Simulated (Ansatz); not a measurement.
## LuBRh3 (Pm-3m): relaxing the cell for a phonon run

Task: relax LuBRh3 (Pm-3m) tightly.

Method: DFT PBEsol, scalar-relativistic, plane waves, PAW; PAW set soft_1, in Ansatz 0.2.0.

This is a report of a sequence of runs, with most program output left out.

### Step 1. The structure

Symmetry: Pm-3m, No. 221, cubic system. The conventional cell has a = 4.120 Å, b = 4.120 Å, c = 4.120 Å, α = 90.00°, β = 90.00°, γ = 90.00°. Nearest to Lu lie 12 Rh at 2.91 Å and 8 B at 3.57 Å. Nearest to B lie 6 Rh at 2.06 Å and 8 Lu at 3.57 Å. Nearest to Rh lie 2 B at 2.06 Å and 8 Rh at 2.91 Å and 4 Lu at 2.91 Å. Farther neighbours are not listed.

### Step 2. Probe on a coarse mesh

A quick single point on a coarse mesh tells whether the cell has a gap and how far it is from rest, which sets the k mesh and smearing that follow.

File input.yaml:

```yaml
crystal:
  lattice:
    - [4.12, 0.0, 0.0]
    - [0.0, 4.12, 0.0]
    - [0.0, 0.0, 4.12]
  atoms:
    - { symbol: Lu, position: [0.0, 0.0, 0.0] }
    - { symbol: B, position: [0.5, 0.5, 0.5] }
    - { symbol: Rh, position: [0.0, 0.5, 0.5] }
    - { symbol: Rh, position: [0.5, 0.0, 0.5] }
    - { symbol: Rh, position: [0.5, 0.5, 0.0] }
kpoints:
  mp_grid: { grid: [4, 4, 4] }
hamiltonian:
  xc: pbesol
  pseudopotentials: { kind: paw, azcp: { folder: soft_1 }, xc_functional: pbe }
scf:
  occupations: { method: gaussian, width: 0.1 }
output:
  forces: true
  stress: true
  eigenvalues: true
```

Launch:

```console
$ ansatz run input.yaml --threads 4 --pin off --max-ram 10240MiB --backend cpu --events-out ev --progress --plain --runs-dir out
```

Wall time 1.2 s (4 threads of Arm Neoverse V2, shared host); peak memory 0.36 GiB.

Numbers from this step:

```
pressure          : 0.07155 GPa
volume per atom   : 13.99 Å³
gap on the k-mesh : 0 eV
```

The coarse mesh shows no gap and a pressure of 0.1 GPa.

### Step 3. Relaxation

Harmonic phonons are second derivatives at a point where the forces vanish, and they are wanted at zero stress, so atoms and cell are relaxed first.

Edit input.yaml of step 2 so:

```diff
@@ -12,3 +12,3 @@
 kpoints:
-  mp_grid: { grid: [4, 4, 4] }
+  mp_grid: { grid: [10, 10, 10] }
 hamiltonian:
@@ -22 +22,10 @@
   eigenvalues: true
+  write_density: true
+  write_potential: true
+  elf: true
+  volumetric_format: npy
+relax:
+  adjacent_minimum: "off"
+  f_tol: 0.005
+  max_steps: 80
+  cell: { stress_tol: 0.05 }
```

It took 12 s on 4 threads; peak memory 0.48 GiB.

Little changed from the start: no atom moved by 0.005 Å and no cell edge by 0.1 %.

This step gave:

* pressure: -0.04861 GPa
* volume per atom: 14.00 Å³

ELF in the ac plane at fractional y = 0.500, with atoms of B and Rh within 0.2 Å of it. It is the smooth field of the valence electrons, not physical close to the nuclei.

Ten even steps from '_' (0.00) to '@' (0.75), each cell a mean:
```
--------++##@@@@%%##--------
----------++%%%%##++--------
------------==++==----------
==------====++++======------
##**==--++##########==--++##
@@%%**--**##==::++##====##%%
@@@@##==****____::##++++%%@@
@@@@**==**##::__==##++==%%@@
%%##==--**####**####==--++##
++==----++********++==----++
------------====------------
----------==**##**==--------
--------==##@@@@%%**--------
--------++%%@@@@@@##==------
```
Columns run along a (4.1 Å), rows up along c (4.1 Å). Atoms in or near the plane, at fractional coordinates: B at (0.50, 0.50), Rh at (0.00, 0.50), Rh at (0.50, 0.00).

Electrostatic potential energy in the ac plane at fractional y = 0.500, with atoms of B and Rh within 0.2 Å of it. With pseudopotentials it is smooth inside the atoms' cores, unlike the true potential.

Ten even steps from '_' (-59 eV) to '@' (23 eV), each cell a mean:
```
@@@@@@@@**--____..==%%@@@@@@
@@@@@@@@##++::::--++%%@@@@@@
@@@@@@@@@@%%****##%%@@@@@@@@
##%%@@@@@@@@%%%%%%@@@@@@%%%%
--==##%%@@%%####%%@@@@%%++==
__..==##%%##++==++%%%%##--..
____--##%%**======##%%**::__
__..==##%%**====++##%%**::__
::--**%%@@%%****##%%@@%%++--
****%%@@@@@@%%%%%%@@@@@@##**
@@@@@@@@@@%%######%%@@@@@@@@
@@@@@@@@%%**==--==##@@@@@@@@
@@@@@@@@**--..__..==%%@@@@@@
@@@@@@@@**::______--##@@@@@@
```
Columns run along a (4.1 Å; values clipped at the 3rd and 97th percentile), rows up along c (4.1 Å). Atoms in or near the plane, at fractional coordinates: B at (0.50, 0.50), Rh at (0.00, 0.50), Rh at (0.50, 0.00).

Valence density in the ac plane at fractional y = 0.500, with atoms of B and Rh within 0.2 Å of it. It is the smooth field of the valence electrons, not physical close to the nuclei.

Values in e/Å³, 14 rows by 14 columns, each cell a mean:
```
 0  0  0  0  1  5 10 11  8  4  1  0  0  0
 0  0  0  0  1  2  5  6  4  2  1  0  0  0
 0  0  0  0  0  1  1  2  1  1  0  0  0  0
 1  1  0  0  0  0  1  1  1  0  0  0  1  1
 4  3  1  1  0  1  1  1  1  1  0  1  2  4
 9  7  3  1  1  1  1  1  1  1  1  1  4  8
13 10  4  1  1  1  1  0  1  1  1  2  6 11
12  9  3  1  1  1  1  1  1  1  1  1  5 10
 6  4  1  1  0  1  1  1  1  1  0  1  2  5
 2  1  1  0  0  0  1  1  1  0  0  0  1  1
 0  0  0  0  0  1  1  1  1  1  0  0  0  0
 0  0  0  0  1  1  3  4  3  1  0  0  0  0
 0  0  0  0  1  4  9 10  7  3  1  0  0  0
 0  0  0  0  2  6 12 13  9  4  1  0  0  0
```
Columns run along a (4.1 Å), rows up along c (4.1 Å). Atoms in or near the plane, at fractional coordinates: B at (0.50, 0.50), Rh at (0.00, 0.50), Rh at (0.50, 0.00).

In this step the volume went from 13.99 to 14.00 Å³/atom.

### Step 4. Relaxing to small forces for the phonons

Phonons need a cell at rest on their own settings, so the relaxation is repeated with tight tolerances on forces and stress on the k mesh and occupations of the first response run.

input.yaml, the sections that differ from step 3:

```yaml
crystal:
  lattice:
    - [4.1211099879, 0.0, 0.0]
    - [0.0, 4.1211099879, 0.0]
    - [0.0, 0.0, 4.1211099879]
  atoms:
    - { symbol: Lu, position: [0.0, 0.0, 0.0] }
    - { symbol: B, position: [0.5, 0.5, 0.5] }
    - { symbol: Rh, position: [0.0, 0.5, 0.5] }
    - { symbol: Rh, position: [0.5, 0.0, 0.5] }
    - { symbol: Rh, position: [0.5, 0.5, 0.0] }
kpoints:
  mp_grid: { grid: [12, 12, 12] }
scf:
  occupations: { method: methfessel_paxton, width: 0.2 }
relax:
  adjacent_minimum: "off"
  f_tol: 0.001
  max_steps: 60
  cell: { stress_tol: 0.01 }
# hamiltonian, output: as in step 3
```

Run time: 20 s. Hardware: 4 threads; peak memory 0.53 GiB; 77 s of CPU time.

Little changed from the start: no atom moved by 0.005 Å and no cell edge by 0.1 %.

This step gave:

```
pressure        : -1.72e-4 GPa
volume per atom : 13.99 Å³
```

Valence density in the ac plane at fractional y = 0.500, with atoms of B and Rh within 0.2 Å of it. It is the smooth field of the valence electrons, not physical close to the nuclei.

Values in e/Å³, 14 rows by 14 columns, each cell a mean:
```
 0  0  0  0  1  5 10 11  8  4  1  0  0  0
 0  0  0  0  1  2  5  6  4  2  1  0  0  0
 0  0  0  0  0  1  1  2  1  1  0  0  0  0
 1  1  0  0  0  0  1  1  1  0  0  0  1  1
 4  3  1  1  0  1  1  1  1  1  0  1  2  4
 9  7  3  1  1  1  1  1  1  1  1  1  4  8
13 10  4  1  1  1  1  0  1  1  1  2  6 11
12  9  3  1  1  1  1  1  1  1  1  1  5 10
 6  4  1  1  0  1  1  1  1  1  0  1  2  5
 2  1  1  0  0  0  1  1  1  0  0  0  1  1
 0  0  0  0  0  1  1  1  1  1  0  0  0  0
 0  0  0  0  1  1  3  4  3  1  0  0  0  0
 0  0  0  0  1  4  9 10  7  3  1  0  0  0
 0  0  0  0  2  6 12 13  9  4  1  0  0  0
```
Columns run along a (4.1 Å), rows up along c (4.1 Å). Atoms in or near the plane, at fractional coordinates: B at (0.50, 0.50), Rh at (0.00, 0.50), Rh at (0.50, 0.00).

Electrostatic potential energy in the ac plane at fractional y = 0.500, with atoms of B and Rh within 0.2 Å of it. With pseudopotentials it is smooth inside the atoms' cores, unlike the true potential.

Ten even steps from '0' (-59 eV) to '9' (23 eV), each cell a mean:
```
99996300148999
99997522358999
99999866789999
78999988899988
34789877899854
01478754588731
00378644478620
01478644578620
23689866789853
66899988899976
99999877789999
99998643479999
99996310148999
99996200037999
```
Columns run along a (4.1 Å; values clipped at the 3rd and 97th percentile), rows up along c (4.1 Å). Atoms in or near the plane, at fractional coordinates: B at (0.50, 0.50), Rh at (0.00, 0.50), Rh at (0.50, 0.00).

ELF in the ac plane at fractional y = 0.500, with atoms of B and Rh within 0.2 Å of it. It is the smooth field of the valence electrons, not physical close to the nuclei.

Ten even steps from '_' (0.00) to '@' (0.75), each cell a mean:
```
--------++##@@@@%%##--------
----------++%%%%##++--------
------------==++==----------
==------====++++======------
##**==--++##########==--++##
@@%%**--**##==::++##====##%%
@@@@##==****____::##++++%%@@
@@@@**==**##::__==##++==%%@@
%%##==--**####**####==--++##
++==----++********++==----++
------------====------------
----------==**##**==--------
--------==##@@@@%%**--------
--------++%%@@@@@@##==------
```
Columns run along a (4.1 Å), rows up along c (4.1 Å). Atoms in or near the plane, at fractional coordinates: B at (0.50, 0.50), Rh at (0.00, 0.50), Rh at (0.50, 0.00).

The forces vanish by symmetry and the pressure is 0.000 GPa, within the tolerances set. The cell now holds 13.99 Å³/atom.

### Step 5. Results

- space group after relaxation (within 0.01 Å): Pm-3m
- lattice constant a: 4.121 Å
- lattice constant b: 4.121 Å
- lattice constant c: 4.121 Å
- volume per atom: 14.0 Å³

In words: The forces vanish by symmetry and the pressure is 0.000 GPa, within the tolerances set. The cell now holds 13.99 Å³/atom. The relaxation keeps the symmetry of its start, so it says nothing on stability against lower symmetry. The runs are without spin polarisation, although the cell has an odd electron count. Spin-orbit coupling is left out, which can matter for the heavy elements here. The PAW files were made for PBE and serve the other functionals too.

[Logs are printed without paths, hosts, clocks, repeated set-up lines and the standing remarks that a program may print on its own settings, such as how far it seeks lower states.]

[Hosts, paths, dates, database ids (printed as entryN), source tags and the programs' standing remarks are cut or masked in the printed files.]
